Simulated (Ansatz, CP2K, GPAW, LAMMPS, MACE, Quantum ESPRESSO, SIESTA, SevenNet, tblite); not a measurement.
## CP2K runs on liquid 68TiO2-32SiO2 (mol %) at 3000 K (93 atoms)

Wanted: CP2K inputs and outputs for liquid 68TiO2-32SiO2 (mol %) at 3000 K (93 atoms), checked against a plane-wave reference.

Method: the method is named at each step, in CP2K 2026.2.

### Step 1. The structure

The cell holds 93 atoms: 21 Ti, 10 Si and 62 O. Cell: a = 11.642 Å, b = 11.642 Å, c = 11.642 Å, α = 90.0°, β = 90.0°, γ = 90.0°. 93 atoms (21 Ti, 10 Si, 62 O) placed at random at 3.07 g/cm³, melted at 4000 K for 10 ps at fixed volume with the Morse and Coulomb pair potential with partial charges (Pedone, Malavasi, Menziani, Cormack and Segre, J. Phys. Chem. B 110, 11780 (2006)). Snapshot at the end of a hold of 10 ps at 3000 K and zero pressure.

The yardstick, on the same geometry:

* method: Kohn-Sham DFT, PBE, PAW, plane waves (Ansatz 0.2.0); cutoff 420 eV, Γ point, fermi-dirac smearing of 0.05 eV; PAW set soft_2
* r.m.s. force component: 2.877 eV/Å
* longest force: 11.96 eV/Å
* pressure: 5.426 GPa
* gap (highest filled to lowest empty level): 0.7041 eV
* SCF cycles: 16
* time: 19 s on 8 threads of Arm Neoverse V2, shared host
* CPU time: 2.4 min

### Step 2. PBE, DZVP-MOLOPT-SR, 800/50 Ry, diagonalisation

Method: Kohn-Sham DFT, PBE, GTH-PBE pseudopotentials, Gaussian and plane waves, DZVP-MOLOPT-SR-GTH, diagonalisation.

input.inp reads:

```
&GLOBAL
  PROJECT cell
  RUN_TYPE ENERGY_FORCE
  PRINT_LEVEL LOW
&END GLOBAL
&FORCE_EVAL
  METHOD QS
  STRESS_TENSOR ANALYTICAL
  &DFT
    BASIS_SET_FILE_NAME BASIS_MOLOPT
    POTENTIAL_FILE_NAME GTH_POTENTIALS
    &MGRID
      CUTOFF 800
      REL_CUTOFF 50
      NGRIDS 5
    &END MGRID
    &QS
      EPS_DEFAULT 1.0E-12
    &END QS
    &SCF
      SCF_GUESS ATOMIC
      EPS_SCF 1.0E-06
      MAX_SCF 200
      ADDED_MOS 14
      &DIAGONALIZATION
        ALGORITHM STANDARD
      &END DIAGONALIZATION
      &SMEAR ON
        METHOD FERMI_DIRAC
        ELECTRONIC_TEMPERATURE [K] 580
      &END SMEAR
      &MIXING
        METHOD BROYDEN_MIXING
        ALPHA 0.3
        NBROYDEN 8
      &END MIXING
      &PRINT
        &RESTART OFF
        &END RESTART
      &END PRINT
    &END SCF
    &XC
      &XC_FUNCTIONAL PBE
      &END XC_FUNCTIONAL
    &END XC
    &PRINT
      &MULLIKEN ON
      &END MULLIKEN
      &LOWDIN ON
      &END LOWDIN
      &HIRSHFELD ON
      &END HIRSHFELD
      &MO ON
        EIGENVALUES T
        OCCUPATION_NUMBERS T
        MO_INDEX_RANGE 321 344
        &EACH
          QS_SCF 0
        &END EACH
        ADD_LAST NUMERIC
      &END MO
    &END PRINT
  &END DFT
  &SUBSYS
    &CELL
      A 11.64156 0.00000 0.00000
      B 0.00000 11.64156 0.00000
      C 0.00000 0.00000 11.64156
    &END CELL
    &COORD
      Ti 6.75408 11.59336 5.09283
      Ti 4.48805 9.40417 6.44931
      Ti 6.53965 0.99617 1.89874
      Ti 1.21538 0.91549 3.06522
      Ti 10.63503 7.72487 7.96818
      Ti 6.10390 4.50039 1.24576
      Ti 9.20824 3.83403 1.52679
      Ti 10.81734 0.99954 0.13958
      Ti 7.08342 3.73624 8.76190
      Ti 3.99131 8.28565 2.91924
      Ti 1.36451 4.00120 10.42246
      Ti 9.74515 4.83241 10.26285
      Ti 2.07697 9.59753 4.63707
      Ti 11.44540 11.22421 8.56667
      Ti 6.76933 7.65456 0.52620
      Ti 0.47521 6.80181 2.17511
      Ti 10.39277 8.90184 3.68549
      Ti 8.23745 8.02790 5.75198
      Ti 9.85388 0.70536 5.59959
      Ti 3.89911 9.13257 11.43469
      Ti 3.82251 2.19408 1.00374
      Si 9.10777 9.98671 1.29023
      Si 0.20349 5.58387 6.02684
      Si 11.60163 3.93392 3.36534
      Si 4.89446 6.11520 7.09006
      Si 6.90368 5.29854 4.45290
      Si 9.02128 4.05417 6.14779
      Si 3.23682 11.15727 8.69531
      Si 2.54554 4.14754 7.55037
      Si 1.04332 7.72476 10.58718
      Si 4.95139 1.76649 7.45886
      O 11.27101 3.70562 10.11209
      O 0.62480 8.65794 4.29108
      O 1.11235 4.52938 7.07574
      O 2.15800 3.81587 9.00021
      O 5.83452 2.48699 8.53315
      O 1.86218 5.72078 11.05552
      O 3.80155 0.85728 8.22243
      O 0.39640 4.79167 2.16917
      O 2.42633 2.61923 11.23096
      O 2.07173 10.88439 3.41435
      O 10.82397 0.41432 7.15711
      O 3.84451 9.46762 1.57173
      O 5.71694 0.83819 6.32276
      O 10.38392 7.21032 3.15626
      O 7.79670 4.49760 10.02047
      O 8.33280 11.57602 5.75733
      O 5.27514 1.30455 0.71561
      O 10.31594 9.81628 2.17127
      O 6.41846 0.30885 3.61505
      O 9.79730 5.18177 0.44622
      O 4.69353 3.74509 1.22818
      O 2.47360 8.19810 10.87566
      O 2.35229 7.54361 2.57616
      O 8.39042 3.82856 7.51684
      O 9.13839 7.70345 7.16759
[... 33 atom lines left out ...]
      O 6.34442 9.78264 5.75279
      O 10.09149 5.88760 8.91173
      O 7.30962 3.04625 1.33925
      O 6.67737 4.90645 2.72133
    &END COORD
    &KIND Ti
      BASIS_SET DZVP-MOLOPT-SR-GTH-q12
      POTENTIAL GTH-PBE-q12
    &END KIND
    &KIND Si
      BASIS_SET DZVP-MOLOPT-SR-GTH-q4
      POTENTIAL GTH-PBE-q4
    &END KIND
    &KIND O
      BASIS_SET DZVP-MOLOPT-SR-GTH-q6
      POTENTIAL GTH-PBE-q6
    &END KIND
  &END SUBSYS
  &PRINT
    &FORCES ON
    &END FORCES
    &STRESS_TENSOR ON
    &END STRESS_TENSOR
  &END PRINT
&END FORCE_EVAL
```

Run with:

```sh
$ OMP_NUM_THREADS=1 mpirun -np 4 cp2k.psmp -i input.inp > output.txt
```

Numbers of over 12 decimals in the logs are rounded to 6 here.

The log of the run:

```text
CP2K| version string:                                       CP2K version 2026.2
 CP2K| Input file name                                                 input.inp
 GLOBAL| Basis set file name                                        BASIS_MOLOPT
 GLOBAL| Potential file name                                      GTH_POTENTIALS
 GLOBAL| Run type                                                   ENERGY_FORCE
 GLOBAL| Total number of message passing processes                             4
 GLOBAL| Number of threads for this process                                    1
 TOTAL NUMBERS AND MAXIMUM NUMBERS
  Total number of            - Atomic kinds:                                   3
                             - Atoms:                                         93
                             - Shell sets:                                    93
                             - Shells:                                       528
                             - Primitive Cartesian functions:                476
                             - Cartesian basis functions:                   1659
                             - Spherical basis functions:                   1482
  Maximum angular momentum of- Orbital basis functions:                        3
                             - Local part of the GTH pseudopotential:          2
                             - Non-local part of the GTH pseudopotential:      3
 SCF PARAMETERS         Density guess:                                    ATOMIC
                        max_scf:                                             200
                        eps_scf:                                        1.00E-06
                        added MOs                                        14    0
                        Mixing method:                            BROYDEN_MIXING
                                                charge density mixing in g-space
                        Smear method:                                FERMI_DIRAC
                        Electronic temperature [K]:                        580.0
                        Electronic temperature [a.u.]:                  1.84E-03
                        Accuracy threshold:                             1.00E-10
 Extrapolation method: initial_guess
 Number of electrons:                                                        664
 Number of occupied orbitals:                                                332
 Number of molecular orbitals:                                               346
 Number of orbital functions:                                               1482
 Number of independent orbital functions:                                   1482
 SCF WAVEFUNCTION OPTIMIZATION
  Step     Update method      Time    Convergence         Total energy    Change
     1 NoMix/Diag. 0.30E+00    4.0     2.04365455     -2259.9206667287 -2.26E+03
     2 Broy./Diag. 0.30E+00    4.9     0.51476257     -2182.4919853452  7.74E+01
     3 Broy./Diag. 0.30E+00    4.9     0.22845799     -2246.0964884051 -6.36E+01
     4 Broy./Diag. 0.30E+00    5.0     0.22387333     -2256.6637416123 -1.06E+01
[...]
26 Broy./Diag. 0.30E+00    5.1     0.00000130     -2259.4482615189 -1.29E-05
    27 Broy./Diag. 0.30E+00    5.1     0.00000083     -2259.4482535241  7.99E-06
  *** SCF run converged in    27 steps ***
  Electronic density on regular grids:       -663.9999999999        0.0000000001
  Core density on regular grids:              663.9999999997       -0.0000000003
  Total charge density on r-space grids:       -0.0000000002
  Total charge density g-space grids:          -0.0000000002
  Overlap energy of the core charge distribution:               1.62869e-06
  Self energy of the core charge distribution:              -4922.085422
  Core Hamiltonian energy:                                   1331.267179
  Hartree energy:                                            1716.912204
  Exchange-correlation energy:                               -385.542128
  Electronic entropic energy:                                  -8.78966e-05
  Fermi energy:                                                 0.092382
  Total energy:                                             -2259.448254
  Total energy (extrapolated to T->0):                      -2259.448210
 MO| EIGENVALUES AND OCCUPATION NUMBERS
 MO|
 MO|  Index      Eigenvalue [a.u.]        Eigenvalue [eV]             Occupation
 MO|    321               0.037647               1.024416               2.000000
 MO|    322               0.038940               1.059598               2.000000
 MO|    323               0.041366               1.125621               2.000000
[...]
MO|    343               0.141866               3.860380               0.000000
 MO|    344               0.142217               3.869910               0.000000
 MO| Sum:                                                             664.000000
 MO| E(Fermi):            0.092382 a.u.          2.513844 eV
 !-----------------------------------------------------------------------------!
                     Mulliken Population Analysis
 #  Atom  Element  Kind  Atomic population                           Net charge
       1     Ti       1         10.871129                              1.128871
       2     Ti       1         10.785443                              1.214557
       3     Ti       1         10.767183                              1.232817
[...]
# Total charge                            664.000000                  0.000000
 !-----------------------------------------------------------------------------!
 !-----------------------------------------------------------------------------!
                           Hirshfeld Charges
  #Atom  Element  Kind  Ref Charge     Population                    Net charge
      1       Ti     1      12.000         12.902                        -0.902
      2       Ti     1      12.000         12.757                        -0.757
      3       Ti     1      12.000         12.386                        -0.386
[...]
92       O      3       6.000          5.668                         0.332
     93       O      3       6.000          5.863                         0.137
  Total Charge                                                           -0.000
 !-----------------------------------------------------------------------------!
 LOWDIN POPULATION ANALYSIS
 #  Atom  Element  Kind  Atomic population                           Net charge
[...]
92     O        3          6.437368                             -0.437368
      93     O        3          6.447790                             -0.447790
 # Total charge                            664.000000                  0.000000
 ENERGY| Total FORCE_EVAL ( QS ) energy [hartree]          -2259.448247
 FORCES| Atomic forces [hartree/bohr]
 FORCES|   Atom     x               y               z               |f|
 FORCES|      1 -1.67058337E-02 -8.24784705E-02  2.19449216E-01   2.35031362E-01
 FORCES|      2  1.56809696E-02  7.62507934E-03 -4.51894098E-02   4.84367360E-02
 FORCES|      3  7.86424728E-02 -3.59496758E-02 -3.93330316E-02   9.49952898E-02
[...]
FORCES|     92  2.83256866E-02 -4.39893922E-02  5.95615190E-03   5.26582083E-02
 FORCES|     93  5.13576288E-02  6.83720675E-02  2.17552846E-01   2.33755399E-01
 FORCES| Sum    -1.50948235E-03 -6.28682882E-04 -1.69437330E-03
 FORCES| Total atomic force                                       2.35471443E-03
 STRESS| Analytical stress tensor [bar]
 STRESS|                        x                   y                   z
 STRESS|      x        5.87174210184E+04   2.80612598378E+04   1.25992229752E+04
 STRESS|      y        2.80612598378E+04   1.15250144578E+04   1.96256675571E+03
 STRESS|      z        1.25992229752E+04   1.96256675571E+03   9.50674558911E+04
 STRESS| 1/3 Trace                                             5.51032971224E+04
```

The job ended after 2.6 min (4 MPI ranks of Arm Neoverse V2, shared host; peak memory 7.1 GiB).

Banners, paths, timers and routine set-up lines are dropped from the logs unmarked, and long logs keep their key lines alone; longer cuts are marked.

Against the reference:

```
r.m.s. force component                           : 2.894 eV/Å
r.m.s. difference of force components            : 74.04 meV/Å
longest difference of force vectors              : 282.4 meV/Å
force difference over r.m.s. force               : 2.573 %
slope of forces against the reference's          : 1.005
correlation of force components                  : 0.9997
gap (highest filled to lowest empty level) : 0.644 eV
gap difference                                   : -0.0601 eV
pressure                                         : 5.51 GPa
pressure difference                              : 0.0846 GPa
```

Length of the force difference by element (eV/Å):

| element | atoms | mean | most |
| --- | --- | --- | --- |
| O | 62 | 0.097 | 0.28 |
| Si | 10 | 0.21 | 0.27 |
| Ti | 21 | 0.11 | 0.24 |

Levels nearest the highest filled one (eV from it): -1.17, -1.13, -1.07, -1.01, -0.95, -0.92, -0.91, -0.87, -0.79, -0.44, -0.30, 0.00, 0.64, 0.88, 1.03, 1.07, 1.15, 1.29, 1.37, 1.44, 1.50, 1.63, 1.67, 1.68.

The surroundings of O92, which has 3 bonded neighbours where the commonest count for O is 2, nearest first, numbered as they follow in the input and with coordinates relative to it.

```csv
atom,x,y,z,distance (Å),bonds,Mulliken charge (e),Fx,Fy,Fz (eV/Å)
O92,0.00,0.00,0.00,0.00,3,-0.71,1.46,-2.26,0.31
Ti6,-1.21,1.45,-0.09,1.89,4,0.96,4.31,-0.05,-3.86
Ti7,1.90,0.79,0.19,2.06,4,1.16,-0.14,-0.87,-1.19
Ti3,-0.77,-2.05,0.56,2.26,4,1.23,4.04,-1.85,-2.02
O93,-0.63,1.86,1.38,2.40,2,-0.48,2.64,3.52,11.19
O52,-2.62,0.70,-0.11,2.71,2,-0.47,-6.72,-1.41,0.22
O48,-2.03,-1.74,-0.62,2.75,2,-0.48,3.36,-3.42,-0.38
O60,2.60,-0.43,-0.87,2.78,2,-0.50,-1.09,-0.16,0.19
O87,-0.59,2.77,-1.03,3.01,2,-0.54,0.99,2.83,-2.14
```

Forces lie 2.6 % from the reference's, at 4.3 times its CPU time (on 4 against 8 cores).

### Step 3. PBE, SZV-MOLOPT-SR, 800/50 Ry, diagonalisation

Method: Kohn-Sham DFT, PBE, GTH-PBE pseudopotentials, Gaussian and plane waves, SZV-MOLOPT-SR-GTH, diagonalisation.

input.inp, as its differences from that of step 2:

```diff
@@ -50,4 +50,2 @@
       &END LOWDIN
-      &HIRSHFELD ON
-      &END HIRSHFELD
       &MO ON
@@ -70,6 +68,31 @@
     &COORD
-[... 93 atom lines left out: the same atoms as in the first run ...]
+      SCALED
+      Ti 0.58017 0.99586 0.43747
+      Ti 0.38552 0.80781 0.55399
+      Ti 0.56175 0.08557 0.16310
+      Ti 0.10440 0.07864 0.26330
+      Ti 0.91354 0.66356 0.68446
+      Ti 0.52432 0.38658 0.10701
+      Ti 0.79098 0.32934 0.13115
+      Ti 0.92920 0.08586 0.01199
+      Ti 0.60846 0.32094 0.75264
+      Ti 0.34285 0.71173 0.25076
+      Ti 0.11721 0.34370 0.89528
+      Ti 0.83710 0.41510 0.88157
+      Ti 0.17841 0.82442 0.39832
+      Ti 0.98315 0.96415 0.73587
+      Ti 0.58148 0.65752 0.04520
+      Ti 0.04082 0.58427 0.18684
+      Ti 0.89273 0.76466 0.31658
+      Ti 0.70759 0.68959 0.49409
+      Ti 0.84644 0.06059 0.48100
+      Ti 0.33493 0.78448 0.98223
+[... 69 atom lines left out ...]
+      O 0.54498 0.84032 0.49416
+      O 0.86685 0.50574 0.76551
+      O 0.62789 0.26167 0.11504
+      O 0.57358 0.42146 0.23376
     &END COORD
     &KIND Ti
-      BASIS_SET DZVP-MOLOPT-SR-GTH-q12
+      BASIS_SET SZV-MOLOPT-SR-GTH-q12
       POTENTIAL GTH-PBE-q12
@@ -77,3 +100,3 @@
     &KIND Si
-      BASIS_SET DZVP-MOLOPT-SR-GTH-q4
+      BASIS_SET SZV-MOLOPT-SR-GTH-q4
       POTENTIAL GTH-PBE-q4
@@ -81,3 +104,3 @@
     &KIND O
-      BASIS_SET DZVP-MOLOPT-SR-GTH-q6
+      BASIS_SET SZV-MOLOPT-SR-GTH-q6
       POTENTIAL GTH-PBE-q6
```

Run with:

```sh
$ OMP_NUM_THREADS=2 cp2k.psmp -i input.inp > output.txt
```

The log of the run:

```text
CP2K| version string:                                       CP2K version 2026.2
 CP2K| Input file name                                                 input.inp
 GLOBAL| Basis set file name                                        BASIS_MOLOPT
 GLOBAL| Potential file name                                      GTH_POTENTIALS
 GLOBAL| Run type                                                   ENERGY_FORCE
 GLOBAL| Total number of message passing processes                             1
 GLOBAL| Number of threads for this process                                    2
 TOTAL NUMBERS AND MAXIMUM NUMBERS
  Total number of            - Atomic kinds:                                   3
                             - Atoms:                                         93
[... lines left out ...]
                        Smear method:                                FERMI_DIRAC
[... lines left out ...]
 Number of electrons:                                                        664
[... lines left out ...]
  Step     Update method      Time    Convergence         Total energy    Change
[... lines left out ...]
  *** SCF run converged in    29 steps ***
[... lines left out ...]
  Fermi energy:                                                 0.137723
  Total energy:                                             -2255.198501
  Total energy (extrapolated to T->0):                      -2255.198392
[... lines left out ...]
 MO| E(Fermi):            0.137723 a.u.          3.747629 eV
[... lines left out ...]
       1     Ti       1         10.797996                              1.202004
       2     Ti       1         10.759692                              1.240308
       3     Ti       1         10.779069                              1.220931
[...]
# Total charge                            664.000000                  0.000000
 !-----------------------------------------------------------------------------!
 LOWDIN POPULATION ANALYSIS
 #  Atom  Element  Kind  Atomic population                           Net charge
[...]
92     O        3          6.518984                             -0.518984
      93     O        3          6.476939                             -0.476939
 # Total charge                            664.000000                  0.000000
 ENERGY| Total FORCE_EVAL ( QS ) energy [hartree]          -2255.198472
 FORCES| Atomic forces [hartree/bohr]
 FORCES|   Atom     x               y               z               |f|
 FORCES|      1 -2.40717106E-02 -9.52859935E-02  2.69744092E-01   2.87090130E-01
 FORCES|      2  2.04471607E-02  5.12163624E-03 -4.61391473E-02   5.07261121E-02
 FORCES|      3  9.18912000E-02 -3.98051145E-02 -3.43330614E-02   1.05864059E-01
[...]
FORCES|     92  2.98587318E-02 -4.39626304E-02  4.18022058E-03   5.33078885E-02
 FORCES|     93  4.51790248E-02  6.42455338E-02  1.88593804E-01   2.04294532E-01
 FORCES| Sum    -2.22583791E-03  1.93195442E-06 -2.33108176E-03
 FORCES| Total atomic force                                       3.22308863E-03
 STRESS| Analytical stress tensor [bar]
 STRESS|                        x                   y                   z
 STRESS|      x        1.47237894683E+05   3.10386810866E+04   1.93233901572E+04
 STRESS|      y        3.10386810866E+04   7.75323655878E+04  -2.18307913981E+03
 STRESS|      z        1.93233901572E+04  -2.18307913981E+03   1.86654660718E+05
 STRESS| 1/3 Trace                                             1.37141640330E+05
```

The job ended after 3.4 min (2 threads; peak memory 5.4 GiB; 5.8 min of CPU time).

Against the reference:

| Quantity | Value |
| --- | --- |
| r.m.s. force component | 3.671 eV/Å |
| r.m.s. difference of force components | 1298 meV/Å |
| longest difference of force vectors | 5643 meV/Å |
| force difference over r.m.s. force | 45.11 % |
| slope of forces against the reference's | 1.212 |
| correlation of force components | 0.95 |
| gap (highest filled to lowest empty level) | 0.5673 eV |
| gap difference | -0.1368 eV |
| pressure | 13.71 GPa |
| pressure difference | 8.289 GPa |

This is a coarse setting, run to see what it loses.

Against the first run (2.6 %), the force difference from the reference is 45 %, at 0.57 times the CPU time (on 2 against 4 cores), with 498 basis functions against 1482: the smaller basis costs accuracy.

[end of part 1 of 2]

[Also dropped from logs without a mark: logging warnings of Python, and SIESTA's first energy breakdown and zero terms.]

[Logs are printed without paths, hosts, clocks, repeated set-up lines and the standing remarks that a program may print on its own settings, such as how far it seeks lower states.]

[Hosts, paths, dates, database ids (printed as entryN), source tags and the programs' standing remarks are cut or masked in the printed files.]
